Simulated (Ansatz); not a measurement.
# K on Al(111): change of the work function, part 2 of 3

How does K on the fcc site change the work function of Al(111) as the layer fills?

Ansatz 0.2.0; plane-wave DFT, PBE, Ansatz PAW.

So far, work function, upper face (eV): step 2 (the clean slab) 4.02.

### 3. The covered slab, k-mesh 6×6×1, coverage 0.25 ML

System of this step: KAl16 (K/Al(111)). The cell holds 17 atoms: 16 Al and 1 K. Cell: a = 5.728 Å, b = 5.728 Å, c = 27.856 Å, α = 90.0°, β = 90.0°, γ = 60.0°. Vacuum lies along c.

The clean slab as it ended is repeated in the plane and the adsorbate is set on one face; the cell's size fixes the coverage, and the k-mesh shrinks with it to keep the sampling density about even. Adsorbate and upper layers relax, since the dipole depends on the height.

input.yaml reads:

```yaml
crystal:
  lattice:
    - [5.7275649276, 0.0, 0.0]
    - [2.8637824638, 4.9602167292, 0.0]
    - [0.0, 0.0, 27.8563316671]
  atoms:
    - { symbol: Al, position: [0.0, 0.0, 0.3230863312] }
    - { symbol: Al, position: [0.1666666667, 0.1666666667, 0.4070266224] }
    - { symbol: Al, position: [0.3333333333, 0.3333333333, 0.4890794632] }
    - { symbol: Al, position: [0.0, 0.0, 0.5728504553] }
    - { symbol: Al, position: [0.0, 0.5, 0.3230863312] }
    - { symbol: Al, position: [0.1666666667, 0.6666666667, 0.4070266224] }
    - { symbol: Al, position: [0.3333333333, 0.8333333333, 0.4890794632] }
    - { symbol: Al, position: [0.0, 0.5, 0.5728504553] }
    - { symbol: Al, position: [0.5, 0.0, 0.3230863312] }
    - { symbol: Al, position: [0.6666666667, 0.1666666667, 0.4070266224] }
    - { symbol: Al, position: [0.8333333333, 0.3333333333, 0.4890794632] }
    - { symbol: Al, position: [0.5, 0.0, 0.5728504553] }
    - { symbol: Al, position: [0.5, 0.5, 0.3230863312] }
    - { symbol: Al, position: [0.6666666667, 0.6666666667, 0.4070266224] }
    - { symbol: Al, position: [0.8333333333, 0.8333333333, 0.4890794632] }
    - { symbol: Al, position: [0.5, 0.5, 0.5728504553] }
    - { symbol: K, position: [0.1666666667, 0.1666666667, 0.6769136688] }
kpoints:
  mp_grid: { grid: [6, 6, 1] }
hamiltonian:
  xc: pbe
scf:
  occupations: { method: fermi_dirac, width: 0.1 }
  convergence: { dr2_threshold: 1.0e-08 }
efield:
  axis: 3
  dipole_correction: true
  ramp_position: 0.97
  ramp_width: 0.06
relax:
  f_tol: 0.02
  max_steps: 60
  constraints: [{ sites: [0, 1, 4, 5, 8, 9, 12, 13] }]
output:
  dos: { projected: true, e_range: [-8, 4] }
  write_potential: true
  write_density: true
  volumetric_format: npy
  elf: true
```

The run is started by

```
ansatz run input.yaml --threads 2 --pin off --max-ram 3072MiB --backend cpu --events-out ev --progress --plain --runs-dir out
```

Numbers of over 12 decimals in the logs are rounded to 6 here.

The program printed:

```text
[...]
Crystal: 17 atoms, lattice volume = 791.397 Å³
Basis set: ecut = 420 eV, 15549 PW (Γ), exchange–correlation on 80×80×384 points (8 copies of the dense FFT grid, shifted against one another)
Bands: 46, of which v1, the nominal top of the filled ones, is band 29 counted from 1 (28 counted from 0)
Symmetry: 6 space group operations
[...]
k-points: 7 of 36 (time reversal used)
[...]
SCF iter   1: F=—  HF=-10135.353068 eV  |F-HF|=—  |Δ(HF+E_count)|=         —  Δρ=1.51e-3  dr2=5.56e-1  ethr=1.77e-3  p=0.274 e·Å  D=6.27e-2 V/Å  ΔV_dip=-1.75 eV  dr2_dipole=1.78e-1  V_vac-E_F(+/−)=2.19/3.93 eV  ⟨swp⟩=20.6  Hψ=2864  notcnv=0  defer=1
[...]
SCF iter   9: F=-10135.332927 eV  HF=-10135.332927 eV  |F-HF|=2.92e-9  |Δ(HF+E_count)|=   2.01e-8  Δρ=3.46e-7  dr2=5.71e-9  ethr=1.75e-11  p=0.333 e·Å  D=7.61e-2 V/Å  ΔV_dip=-2.12 eV  dr2_dipole=2.25e-9  V_vac-E_F(+/−)=1.90/4.02 eV  ⟨swp⟩=15.6  Hψ=2414  notcnv=0
SCF 1 converged in 9 iterations: F = -10135.332927 eV  dr2 = 5.71e-9
[...]
relax step   1: F+E_penalty+E_count = -10135.33292673 eV  Δ(F+E_penalty+E_count) = +0.000e0 eV  max|allowed force component| = 3.217e-1 eV/Å  Δτ_max = 0.0000 Å  (9 SCF iters, accepted)
[...]
SCF iter   7: F=-10135.359077 eV  HF=-10135.359077 eV  |F-HF|=5.22e-9  |Δ(HF+E_count)|=   6.46e-8  Δρ=5.39e-7  dr2=7.76e-9  ethr=1.75e-11  p=0.331 e·Å  D=7.56e-2 V/Å  ΔV_dip=-2.11 eV  dr2_dipole=7.70e-10  V_vac-E_F(+/−)=1.91/4.02 eV  ⟨swp⟩=13.3  Hψ=2339  notcnv=0
SCF 2 converged in 7 iterations: F = -10135.359077 eV  dr2 = 7.76e-9
relax step   2: F+E_penalty+E_count = -10135.35907671 eV  Δ(F+E_penalty+E_count) = -2.615e-2 eV  max|allowed force component| = 1.943e-1 eV/Å  Δτ_max = 0.0717 Å  (7 SCF iters, accepted)
SCF iter   1: F=—  HF=-10135.369833 eV  |F-HF|=—  |Δ(HF+E_count)|=         —  Δρ=4.27e-4  dr2=1.11e-2  ethr=9.89e-5  p=0.331 e·Å  D=7.56e-2 V/Å  ΔV_dip=-2.11 eV  dr2_dipole=1.15e-3  V_vac-E_F(+/−)=1.91/4.02 eV  ⟨swp⟩=3.7  Hψ=928  notcnv=0  defer=2
[...]
SCF iter   8: F=-10135.369493 eV  HF=-10135.369493 eV  |F-HF|=9.57e-10  |Δ(HF+E_count)|=   3.22e-9  Δρ=1.28e-7  dr2=1.09e-9  ethr=1.75e-11  p=0.324 e·Å  D=7.41e-2 V/Å  ΔV_dip=-2.06 eV  dr2_dipole=4.65e-10  V_vac-E_F(+/−)=1.96/4.02 eV  ⟨swp⟩=12.3  Hψ=2238  notcnv=0
SCF 3 converged in 8 iterations: F = -10135.369493 eV  dr2 = 1.09e-9
relax step   3: F+E_penalty+E_count = -10135.36949288 eV  Δ(F+E_penalty+E_count) = -1.042e-2 eV  max|allowed force component| = 4.340e-2 eV/Å  Δτ_max = 0.0761 Å  (8 SCF iters, accepted)
SCF iter   1: F=—  HF=-10135.370142 eV  |F-HF|=—  |Δ(HF+E_count)|=         —  Δρ=1.80e-4  dr2=9.61e-4  ethr=3.44e-5  p=0.324 e·Å  D=7.41e-2 V/Å  ΔV_dip=-2.06 eV  dr2_dipole=5.38e-6  V_vac-E_F(+/−)=1.95/4.02 eV  ⟨swp⟩=3.0  Hψ=761  notcnv=0  defer=2
[...]
SCF iter   7: F=-10135.370254 eV  HF=-10135.370254 eV  |F-HF|=9.60e-9  |Δ(HF+E_count)|=   8.40e-9  Δρ=2.44e-7  dr2=7.04e-9  ethr=1.75e-11  p=0.321 e·Å  D=7.33e-2 V/Å  ΔV_dip=-2.04 eV  dr2_dipole=6.41e-9  V_vac-E_F(+/−)=1.98/4.02 eV  ⟨swp⟩=11.0  Hψ=2200  notcnv=0
SCF 4 converged in 7 iterations: F = -10135.370254 eV  dr2 = 7.04e-9
relax step   4: F+E_penalty+E_count = -10135.37025448 eV  Δ(F+E_penalty+E_count) = -7.616e-4 eV  max|allowed force component| = 5.456e-3 eV/Å  Δτ_max = 0.0342 Å  (7 SCF iters, accepted)
NSCF: frozen V_eff on 7 k-points
[...]
WARN: The output density's exchange-correlation potential varies sharply where the density is thin. Do not read a vacuum level from v_tot or v_xc, or from such a field of the output density. On a cell that repeats whose density bears no net charge and no dipole along the vacuum's axis use v_es (v_loc + v_h of the components); under efield.dipole_correction with no amplitude use v_es + v_field, which holds any externa [...]
SCF converged after 7 iterations
Free energy (F): -10135.370254 eV
[...]
Internal energy: -10135.113976 eV  (E = F + TS)
E sigma→0 (E₀):  -10135.242115 eV
Entropy (-TS):   -0.256278 eV (-15.075 meV/atom)
Fermi energy:    1.116236 eV
Dipole field:    D = 0.073263 V/Å  (p = 0.320417 e·Å, saw-weighted, corrected)
Work function:   Φ+ = 1.9784 eV   Φ− = 4.0194 eV
[...]
--- Forces (eV/Å), atoms counted from 1 ---
  atom   1  Al     0.00200018     0.00115481     0.00646720
  atom   2  Al    -0.00000000     0.00000000     0.02101895
  atom   3  Al    -0.00019644    -0.00011342    -0.00042347
  atom   4  Al     0.00149382     0.00086245     0.00254930
  atom   5  Al    -0.00000000    -0.00230961     0.00646720
  atom   6  Al     0.00287361    -0.00165908    -0.01870782
  atom   7  Al    -0.00000000     0.00022683    -0.00042347
  atom   8  Al     0.00000000    -0.00172491     0.00254930
  atom   9  Al    -0.00200018     0.00115481     0.00646720
  atom  10  Al    -0.00000000     0.00331816    -0.01870782
  atom  11  Al     0.00019644    -0.00011342    -0.00042347
  atom  12  Al    -0.00149382     0.00086245     0.00254930
  atom  13  Al    -0.00000000     0.00000000     0.01496822
  atom  14  Al    -0.00287361    -0.00165908    -0.01870782
  atom  15  Al    -0.00000000     0.00000000    -0.00153769
  atom  16  Al     0.00000000     0.00000000     0.00134354
  atom  17  K      0.00000000     0.00000000    -0.00545648
  max |Σ_I F_I| component: 7.86e-6 eV/Å
--- Band table (eV; the first three rows and the last of 7) ---
  k-point 0: bands = [... 25 lower, -0.8756, -0.8756, 0.1755, 0.9378, 0.9378, 0.9814, 1.1213, 1.1742, ... 13 higher]
  k-point 1: bands = [... 25 lower, -0.0955, -0.0874, 0.3350, 0.3549, 0.3939, 0.9105, 1.2815, 1.5560, ... 13 higher]
  k-point 2: bands = [... 25 lower, 0.0952, 0.6931, 0.8425, 1.3363, 1.3385, 1.6944, 1.7618, 1.9242, ... 13 higher]
  k-point 6: bands = [... 25 lower, 0.4452, 0.4750, 1.4141, 1.9800, 2.0318, 2.0952, 2.7566, 2.8828, ... 13 higher]
--- Relaxed structure (4 steps of the walk, 4 accepted, 0 SCFs on fresh bases) ---
  F+E_penalty+E_count = -10135.37025448 eV   max|allowed force component| = 5.456e-3 eV/Å
  atoms:
    - { symbol: Al, position: [-1.7959490104491815e-17, -1.7959490104491818e-17, 0.3230863312] }
    - { symbol: Al, position: [0.166667, 0.166667, 0.407027] }
    - { symbol: Al, position: [0.334314, 0.334314, 0.489362] }
    - { symbol: Al, position: [-0.00116943, -0.00116943, 0.571870] }
    - { symbol: Al, position: [2.7755575615628914e-17, 0.500000, 0.3230863312] }
    - { symbol: Al, position: [0.166667, 0.666667, 0.407027] }
    - { symbol: Al, position: [0.334314, 0.831371, 0.489362] }
    - { symbol: Al, position: [-0.00116943, 0.502339, 0.571870] }
    - { symbol: Al, position: [0.500000, -1.7959490104491818e-17, 0.3230863312] }
    - { symbol: Al, position: [0.666667, 0.166667, 0.407027] }
    - { symbol: Al, position: [0.831371, 0.334314, 0.489362] }
    - { symbol: Al, position: [0.502339, -0.00116943, 0.571870] }
    - { symbol: Al, position: [0.5, 0.500000, 0.3230863312] }
    - { symbol: Al, position: [0.666667, 0.666667, 0.407027] }
    - { symbol: Al, position: [0.833333, 0.833333, 0.488720] }
    - { symbol: Al, position: [0.5, 0.500000, 0.576398] }
    - { symbol: K, position: [0.166667, 0.166667, 0.681849] }
```

Elapsed: 49 s, on 2 threads of Arm Neoverse V2, shared host; peak memory 0.91 GiB.

The steps of the relaxation:

| step | energy less that of the first step (eV) | largest force component (eV/Å) |
| --- | --- | --- |
| 1 | 0.0000 | 0.3217 |
| 2 | -0.0261 | 0.1943 |
| 3 | -0.0366 | 0.0434 |
| 4 | -0.0373 | 0.0055 |

The run keeps the 6 symmetry operations that it works with, so distortions that break them were not tested.

The atoms that moved most (Å):

| atom | dx | dy | dz | length |
| --- | --- | --- | --- | --- |
| K17 | 0.000 | 0.000 | 0.137 | 0.137 |
| Al16 | 0.000 | 0.000 | 0.099 | 0.099 |
| Al4 | -0.010 | -0.006 | -0.027 | 0.030 |
| Al8 | 0.000 | 0.012 | -0.027 | 0.030 |
| Al12 | 0.010 | -0.006 | -0.027 | 0.030 |
| Al7 | 0.000 | -0.010 | 0.008 | 0.013 |
| Al11 | -0.008 | 0.005 | 0.008 | 0.013 |
| Al3 | 0.008 | 0.005 | 0.008 | 0.013 |

This step gave:

| Property | Result |
| --- | --- |
| energy at zero smearing | -10135.2421 eV |
| work function, upper face | 1.978 eV |
| work function, lower face | 4.019 eV |
| dipole along the normal | 0.3204 e·Å |
| step between the vacuum levels | -2.041 eV |

Running mean over 2.338 Å of the planar mean; the ramp of the sawtooth is left out. Table of electron's electrostatic potential energy less the Fermi level by z:

z (Å), electron's electrostatic potential energy less the Fermi level (eV) and a bar from the least value:
```
        4       4.02 ##############################
        5       4.01 ##############################
        6       3.93 ##############################
        7       2.92 ##########################
        8      -1.36 ############
        9      -4.40 #
       10      -4.57 #
       11      -4.60 #
       12      -4.76 
       13      -4.75 
       14      -4.61 #
       15      -4.59 #
       16      -4.36 #
       17      -1.65 ###########
       18       0.32 #################
       19      -0.58 ##############
       20      -0.09 ################
       21       1.39 #####################
       22       1.80 ######################
       23       1.93 #######################
       24       1.97 #######################
```

The density of states has structure finer than the step of the table below, so its rows give means over 0.25 eV, whole bins alone (the curve runs from -8 to 1.98 eV). Peaks (eV: height): -4.690: 18.8, -3.820: 14.5, -3.730: 13.3, -2.890: 15.3, -1.500: 15.5, 1.020: 13.3, 1.350: 20.6.

Table of density of states by energy, zero at the Fermi level; means over each step:

| energy (eV) | density of states (states/eV a cell) |
| --- | --- |
| -7.75 | 4.48 |
| -7.50 | 4.58 |
| -7.25 | 3.18 |
| -7.00 | 2.89 |
| -6.75 | 2.65 |
| -6.50 | 5.62 |
| -6.25 | 4.64 |
| -6.00 | 4.87 |
| -5.75 | 3.08 |
| -5.50 | 4.48 |
| -5.25 | 3.42 |
| -5.00 | 5.95 |
| -4.75 | 9.78 |
| -4.50 | 2.69 |
| -4.25 | 2.50 |
| -4.00 | 4.04 |
| -3.75 | 9.65 |
| -3.50 | 4.84 |
| -3.25 | 5.49 |
| -3.00 | 7.32 |
| -2.75 | 5.40 |
| -2.50 | 7.38 |
| -2.25 | 7.24 |
| -2.00 | 3.51 |
| -1.75 | 6.47 |
| -1.50 | 7.14 |
| -1.25 | 5.44 |
| -1.00 | 6.47 |
| -0.75 | 7.39 |
| -0.50 | 9.19 |
| -0.25 | 7.13 |
| 0.00 | 7.06 |
| 0.25 | 9.06 |
| 0.50 | 9.91 |
| 0.75 | 8.59 |
| 1.00 | 9.68 |
| 1.25 | 7.20 |
| 1.50 | 9.25 |
| 1.75 | 8.33 |

Projected DOS per atom over height of the atomic layer and energy from the Fermi level. Layers: Al4 Al4 Al4 Al4 K from below.

Values in states/eV, 22 rows by 5 columns, each cell a mean:
```
0.43 0.28 0.33 0.46 0.31
0.39 0.41 0.42 0.39 0.43
0.51 0.43 0.41 0.55 0.83
0.53 0.40 0.41 0.57 0.98
0.46 0.35 0.35 0.47 0.48
0.55 0.41 0.43 0.60 0.43
0.37 0.38 0.39 0.40 0.13
0.42 0.36 0.36 0.45 0.02
0.35 0.25 0.25 0.36 0.00
0.49 0.41 0.40 0.51 0.03
0.38 0.45 0.44 0.40 0.03
0.34 0.28 0.27 0.34 0.03
0.48 0.42 0.42 0.50 0.01
0.18 0.20 0.20 0.19 0.01
0.37 0.38 0.38 0.38 0.01
0.38 0.30 0.30 0.39 0.01
0.23 0.21 0.21 0.23 0.01
0.26 0.27 0.27 0.26 0.01
0.29 0.34 0.34 0.29 0.01
0.16 0.18 0.18 0.16 0.01
0.20 0.25 0.25 0.20 0.01
0.24 0.29 0.29 0.24 0.01
```
Columns: height of the atomic layer (Å) from 9 to 19.0 (not evenly spaced); rows upwards: energy from the Fermi level (eV) from -7.96 to 1.95.

ELF in the ca plane at fractional y = 0.167, with atoms of Al and K within 0.2 Å of it. It is the smooth field of the valence electrons, not physical close to the nuclei.

Values, 8 rows by 16 columns, each cell a mean:
```
0.49 0.54 0.55 0.50 0.55 0.61 0.57 0.64 0.18 0.16 0.09 0.07 0.22 0.11 0.03 0.00
0.54 0.48 0.44 0.58 0.56 0.45 0.61 0.62 0.25 0.06 0.08 0.22 0.22 0.09 0.02 0.00
0.54 0.29 0.23 0.62 0.48 0.27 0.54 0.55 0.23 0.14 0.23 0.31 0.21 0.08 0.02 0.00
0.54 0.47 0.42 0.58 0.56 0.44 0.60 0.61 0.25 0.07 0.09 0.23 0.22 0.09 0.02 0.00
0.49 0.54 0.55 0.50 0.55 0.61 0.57 0.64 0.18 0.14 0.07 0.08 0.22 0.11 0.03 0.00
0.54 0.48 0.44 0.58 0.55 0.45 0.60 0.59 0.22 0.78 0.53 0.04 0.19 0.13 0.03 0.00
0.54 0.29 0.23 0.61 0.46 0.27 0.52 0.49 0.36 0.76 0.73 0.07 0.17 0.15 0.03 0.00
0.54 0.47 0.42 0.58 0.55 0.43 0.60 0.58 0.23 0.80 0.56 0.04 0.19 0.14 0.03 0.00
```
Columns run along c (16.0 Å, from fractional 0.34 to 0.92 of the cell), rows up along a (5.7 Å). Atoms in or near the plane, at fractional coordinates: Al at (0.41, 0.17), Al at (0.41, 0.67), K at (0.68, 0.17).

Valence density in the ca plane at fractional y = 0.167, with atoms of Al and K within 0.2 Å of it. It is the smooth field of the valence electrons, not physical close to the nuclei.

Ten steps, logarithmic in the rise over the least value, from '0' (0.0 e/Å³) to '9' (4.2 e/Å³), each cell a mean:
```
33333333333333333333321112321000000000000000
33333333333333333333321100000000000000000000
33333333333333333333321100000000000000000000
33333233333333333333321100000000000000000000
33332223333333223333221100000000000000000000
33332223333333333333221100000000000000000000
33333333333333333333321100000000000000000000
33333333333333333333321100000000000000000000
33333333333333333333321111111000000000000000
33333333333333333333321124543100000000000000
33333333333333333333322257875310000000000000
33332223333333333333322379997410000000000000
33332223333333223333222479998410000000000000
33333233333333333333322368987310000000000000
33333333333333333333322235664200000000000000
```
Columns run along c (16.0 Å, from fractional 0.34 to 0.92 of the cell), rows up along a (5.7 Å). Atoms in or near the plane, at fractional coordinates: Al at (0.41, 0.17), Al at (0.41, 0.67), K at (0.68, 0.17).

Electrostatic potential energy in the ca plane at fractional y = 0.167, with atoms of Al and K within 0.2 Å of it. With pseudopotentials it is smooth inside the atoms' cores, unlike the true potential.

Values in eV, 8 rows by 16 columns, each cell a mean:
```
 -4   0   0  -2 -11  -2 -10  -2   3   0   1   3   3   4   4   4
 -1  -8 -10  -1  -4   1  -3   1   4   3   3   3   4   4   4   4
  1 -11 -11   0   2   3   2   3   4   4   3   3   4   4   4   4
 -1  -9 -11  -1  -3   1  -3   1   4   3   3   3   4   4   4   4
 -4   0   0  -2 -11  -2 -10  -2   3   0   1   3   3   4   4   4
 -1  -8 -10  -1  -4   1  -3   1  -1 -14  -6   2   3   4   4   4
  1 -11 -11   0   2   3   2   3  -4 -18 -12   1   3   4   4   4
 -1  -9 -11  -1  -3   1  -3   1  -1 -14  -7   2   3   4   4   4
```
Columns run along c (16.0 Å, from fractional 0.34 to 0.92 of the cell; values clipped at the 3rd and 97th percentile), rows up along a (5.7 Å). Atoms in or near the plane, at fractional coordinates: Al at (0.41, 0.17), Al at (0.41, 0.67), K at (0.68, 0.17).

The relaxation took 4 steps and lowered the energy by 0.037 eV; the largest force on the free atoms ends at 0.0055 eV/Å.

By hand: a sheet of dipoles makes a step −p/(ε₀A) in the electron's potential. With e/ε₀ = 180.95 V·Å, p = 0.3204 e·Å and A = 28.41 Å², that is −180.95 × (0.3204) / 28.41 = -2.041 eV, and the two vacuum levels of the run differ by -2.041 eV.

The covered face has 1.98 eV, -2.04 eV against the clean one; the bare back face has moved by +0.00 eV, a measure of how thin the slab is.

[end of part 2 of 3]

[Logs are printed without paths, hosts, clocks, repeated set-up lines and the standing remarks that a program may print on its own settings, such as how far it seeks lower states.]

[Hosts, paths, dates, database ids (printed as entryN), source tags and the programs' standing remarks are cut or masked in the printed files.]

[Maps of the electrostatic potential energy from Ansatz leave out the sawtooth potential of an applied field or a dipole correction, so their vacuum need not be flat; planar profiles and work functions include it.]

[The density of states shown here was stored with 400 of the rows of the run's finer table, so its peaks can read low, often by over a quarter, or be missed, and its means over a window can be off by a tenth or more.]
